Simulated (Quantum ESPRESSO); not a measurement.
**CoGe: parallel and opposed starts**

A self-consistent run ends on one state, which hangs on the start. Several orders of CoGe are started in Quantum ESPRESSO and their energies compared.

Program: Quantum ESPRESSO 7.5. Level of theory: PBEsol; plane waves with GBRV 1.5 PBEsol potentials, no spin-orbit coupling. Results are calculated unless marked as measured.

## 1. The starting structure

The structure is cubic, space group P2_13 (No. 198). Conventional cell: a = 4.579 Å, b = 4.579 Å, c = 4.579 Å, α = 90.00°, β = 90.00°, γ = 90.00°. Nearest to Co lie 7 Ge at 2.36 to 2.57 Å. Ge has 7 Co at 2.36 to 2.57 Å nearest. Farther neighbours are not listed.

The cell comes from Materials Project 2023-11-01, a database of computed structures, and need not be the stable phase.

## 2. Run 1 (ferro ++++)

The signs are those of the starting moments on the seeded atoms, the atoms that are given a moment.

File pw.in:

```
&CONTROL
  calculation = 'scf'
  prefix = 'pwscf'
  outdir = './tmp'
  pseudo_dir = './pseudo'
  disk_io = 'nowf'
/
&SYSTEM
  ibrav = 0
  nat = 8
  ntyp = 2
  ecutwfc = 40
  ecutrho = 280
  nbnd = 81
  occupations = 'smearing'
  smearing = 'fd'
  degauss = 0.00734986
  nspin = 2
  starting_magnetization(1) = 0.1176
  starting_magnetization(2) = 0
/
&ELECTRONS
  conv_thr = 1.6d-08
  electron_maxstep = 150
  mixing_beta = 0.3
/
ATOMIC_SPECIES
Co     58.9332 co_pbesol_v1.2.uspp.F.UPF
Ge     72.6300 ge_pbesol_v1.4.uspp.F.UPF
CELL_PARAMETERS angstrom
   4.5794746600    0.0000000000    0.0000000000
   0.0000000000    4.5794746600    0.0000000000
   0.0000000000    0.0000000000    4.5794746600
ATOMIC_POSITIONS crystal
Co      0.1368306200    0.1368306200    0.1368306200
Co      0.3631693800    0.8631693800    0.6368306200
Co      0.6368306200    0.3631693800    0.8631693800
Co      0.8631693800    0.6368306200    0.3631693800
Ge      0.8398082100    0.8398082100    0.8398082100
Ge      0.6601917900    0.1601917900    0.3398082100
Ge      0.3398082100    0.6601917900    0.1601917900
Ge      0.1601917900    0.3398082100    0.6601917900
K_POINTS automatic
6 6 6 0 0 0
```

Command:

```bash
> OMP_NUM_THREADS=1 mpirun -n 4 pw.x -nk 4 -in pw.in > pw.out
```

What it wrote:

```text
Program PWSCF v.7.5 starts

     Message from routine setup:
     using ibrav=0 with symmetry is DISCOURAGED, use correct ibrav instead

     K-points division:     npool     =       4
     Subspace diagonalization in iterative solution of the eigenvalue problem:

     G-vector sticks info
     --------------------
     sticks:   dense  smooth     PW     G-vecs:    dense   smooth      PW
     Sum        1669     949    293                51435    22119    3743

     Using Slab Decomposition

     bravais-lattice index     =            0
     lattice parameter (alat)  =       8.6540  a.u.
     unit-cell volume          =     648.1023 (a.u.)^3
     number of atoms/cell      =            8
     number of atomic types    =            2
     number of electrons       =       124.00
     number of Kohn-Sham states=           81
     kinetic-energy cutoff     =      40.0000  Ry
     charge density cutoff     =     280.0000  Ry
     scf convergence threshold =      1.6E-08
     mixing beta               =       0.3000
     number of iterations used =            8  plain     mixing
     Exchange-correlation= SLA  PW   PSX  PSC
                           (   1   4  10   8   0   0   0)

     celldm(1)=   8.653953  celldm(2)=   0.000000  celldm(3)=   0.000000
     celldm(4)=   0.000000  celldm(5)=   0.000000  celldm(6)=   0.000000

     crystal axes: (cart. coord. in units of alat)
               a(1) = (   1.000000   0.000000   0.000000 )
               a(2) = (   0.000000   1.000000   0.000000 )
               a(3) = (   0.000000   0.000000   1.000000 )

     reciprocal axes: (cart. coord. in units 2 pi/alat)
               b(1) = (  1.000000  0.000000  0.000000 )
               b(2) = (  0.000000  1.000000  0.000000 )
               b(3) = (  0.000000  0.000000  1.000000 )

     PseudoPot. # 1 for Co read from file:
     co_pbesol_v1.2.uspp.F.UPF
     Pseudo is Ultrasoft + core correction, Zval = 17.0
     Generated by new atomic code, or converted to UPF format
     Using radial grid of  863 points,  6 beta functions with:
                l(1) =   0
                l(2) =   0
                l(3) =   1
                l(4) =   1
                l(5) =   2
                l(6) =   2
     Q(r) pseudized with  8 coefficients,  rinner =    1.200   1.200   1.200
                                                       1.200   1.200

     PseudoPot. # 2 for Ge read from file:
     ge_pbesol_v1.4.uspp.F.UPF
     Pseudo is Ultrasoft + core correction, Zval = 14.0
     Generated by new atomic code, or converted to UPF format
     Using radial grid of  873 points,  6 beta functions with:
                l(1) =   0
                l(2) =   0
                l(3) =   1
                l(4) =   1
                l(5) =   2
                l(6) =   2
     Q(r) pseudized with  8 coefficients,  rinner =    1.400   1.400   1.400
                                                       1.400   1.400

     atomic species   valence    mass     pseudopotential
     Co               17.00    58.93320     Co( 1.00)
     Ge               14.00    72.63000     Ge( 1.00)

     Starting magnetic structure
     atomic species   magnetization
     Co              0.118
     Ge              0.000

     12 Sym. Ops. (no inversion) found ( 9 have fractional translation)

   Cartesian axes

     site n.     atom                  positions (alat units)
         1        Co     tau(   1) = (   0.1368306   0.1368306   0.1368306  )
         2        Co     tau(   2) = (   0.3631694   0.8631694   0.6368306  )
         3        Co     tau(   3) = (   0.6368306   0.3631694   0.8631694  )
         4        Co     tau(   4) = (   0.8631694   0.6368306   0.3631694  )
         5        Ge     tau(   5) = (   0.8398082   0.8398082   0.8398082  )
         6        Ge     tau(   6) = (   0.6601918   0.1601918   0.3398082  )
         7        Ge     tau(   7) = (   0.3398082   0.6601918   0.1601918  )
         8        Ge     tau(   8) = (   0.1601918   0.3398082   0.6601918  )

     number of k points=    24  Fermi-Dirac smearing, width (Ry)=  0.0073
                       cart. coord. in units 2pi/alat
        k(    1) = (   0.0000000   0.0000000   0.0000000), wk =   0.0046296
        k(    2) = (   0.0000000   0.0000000   0.1666667), wk =   0.0277778
        k(    3) = (   0.0000000   0.0000000   0.3333333), wk =   0.0277778
        k(    4) = (   0.0000000   0.0000000  -0.5000000), wk =   0.0138889
        k(    5) = (   0.0000000   0.1666667   0.1666667), wk =   0.0555556
        [... 19 further k-points ...]

     Dense  grid:    51435 G-vectors     FFT dimensions: (  48,  48,  48)

     Smooth grid:    22119 G-vectors     FFT dimensions: (  36,  36,  36)

     Check: negative core charge=   -0.000026
     Generating pointlists ...
     new r_m :   0.2122 (alat units)  1.8365 (a.u.) for type    1
     new r_m :   0.2122 (alat units)  1.8365 (a.u.) for type    2

     Initial potential from superposition of free atoms

     starting charge     119.9967, renormalised to     124.0000
     Starting wfcs are   88 randomized atomic wfcs

     Self-consistent Calculation

     iteration #  1     ecut=    40.00 Ry     beta= 0.30
     Davidson diagonalization with overlap
     ethr =  1.00E-02,  avg # of iterations =  4.2

     total energy              =   -2042.03434771 Ry
     estimated scf accuracy    <      14.66503660 Ry

     total magnetization       =     4.31 Bohr mag/cell
     absolute magnetization    =     5.24 Bohr mag/cell

     iteration #  2     ecut=    40.00 Ry     beta= 0.30
     Davidson diagonalization with overlap
     ethr =  1.00E-02,  avg # of iterations =  2.1

     total energy              =   -2044.43037760 Ry
     estimated scf accuracy    <      14.65821355 Ry

     total magnetization       =     0.54 Bohr mag/cell
     absolute magnetization    =     1.60 Bohr mag/cell

     iteration #  3     ecut=    40.00 Ry     beta= 0.30
     Davidson diagonalization with overlap
     ethr =  1.00E-02,  avg # of iterations =  1.1

     total energy              =   -2045.88940595 Ry
     estimated scf accuracy    <       0.38414408 Ry

     total magnetization       =     2.62 Bohr mag/cell
     absolute magnetization    =     3.78 Bohr mag/cell

     [... further iterations left out ...]

     iteration # 11     ecut=    40.00 Ry     beta= 0.30
     Davidson diagonalization with overlap
     ethr =  8.91E-08,  avg # of iterations =  1.5

     total energy              =   -2046.01705499 Ry
     estimated scf accuracy    <       0.00000439 Ry

     total magnetization       =     0.01 Bohr mag/cell
     absolute magnetization    =     0.02 Bohr mag/cell

     iteration # 12     ecut=    40.00 Ry     beta= 0.30
     Davidson diagonalization with overlap
     ethr =  3.54E-09,  avg # of iterations =  2.0

     total energy              =   -2046.01705818 Ry
     estimated scf accuracy    <       0.00000186 Ry

     total magnetization       =    -0.00 Bohr mag/cell
     absolute magnetization    =     0.00 Bohr mag/cell

     iteration # 13     ecut=    40.00 Ry     beta= 0.30
     Davidson diagonalization with overlap
     ethr =  1.50E-09,  avg # of iterations =  1.5

     total energy              =   -2046.01705840 Ry
     estimated scf accuracy    <       0.00000005 Ry

     total magnetization       =    -0.00 Bohr mag/cell
     absolute magnetization    =     0.00 Bohr mag/cell

     iteration # 14     ecut=    40.00 Ry     beta= 0.30
     Davidson diagonalization with overlap
     ethr =  4.40E-11,  avg # of iterations =  2.0

     Magnetic moment per site  (integrated on atomic sphere of radius R)
     atom   1 (R=0.212)  charge= 15.4212  magn=  0.0000
     atom   2 (R=0.212)  charge= 15.4212  magn=  0.0000
     atom   3 (R=0.212)  charge= 15.4212  magn=  0.0000
     atom   4 (R=0.212)  charge= 15.4212  magn=  0.0000
     atom   5 (R=0.212)  charge= 11.6501  magn= -0.0000
     atom   6 (R=0.212)  charge= 11.6501  magn= -0.0000
     atom   7 (R=0.212)  charge= 11.6501  magn= -0.0000
     atom   8 (R=0.212)  charge= 11.6501  magn= -0.0000

     End of self-consistent calculation

     [... lines left out ...]
     the Fermi energy is    17.5531 ev

!    total energy              =   -2046.01705842 Ry
     estimated scf accuracy    <          9.0E-09 Ry
     smearing contrib. (-TS)   =      -0.00798441 Ry
     internal energy E=F+TS    =   -2046.00907401 Ry

     The total energy is F=E-TS. E is the sum of the following terms:
     one-electron contribution =   -1031.50933583 Ry
     hartree contribution      =     627.86895161 Ry
     xc contribution           =    -360.94735685 Ry
     ewald contribution        =   -1281.42133294 Ry

     total magnetization       =     0.00 Bohr mag/cell
     absolute magnetization    =     0.00 Bohr mag/cell

     convergence has been achieved in  14 iterations

=------------------------------------------------------------------------------=
   JOB DONE.
=------------------------------------------------------------------------------=
```

Run time: 69 s. Hardware: 4 MPI ranks of Arm Neoverse V2, shared host; peak memory 0.64 GiB.

The spin moment in the atom's sphere vanishes on all atoms.

Read from the output:

```
smearing term TS       : 0.1086 eV
magnetization          : 0 μB
absolute magnetization : 0 μB
final state            : non-magnetic
```

(Continued in part 2 of 2.)

[Logs and program files are shortened in this print: banners, set-up blocks, solver, clock and traceback lines can be left out without a mark of their own.]

[Logs are printed without paths, hosts, clocks, repeated set-up lines and the standing remarks that a program may print on its own settings, such as how far it seeks lower states.]

[Hosts, paths, dates, database ids (printed as entryN), source tags and the programs' standing remarks are cut or masked in the printed files.]

[Where a cell is said to come from a database of computed structures, the database is the Materials Project.]
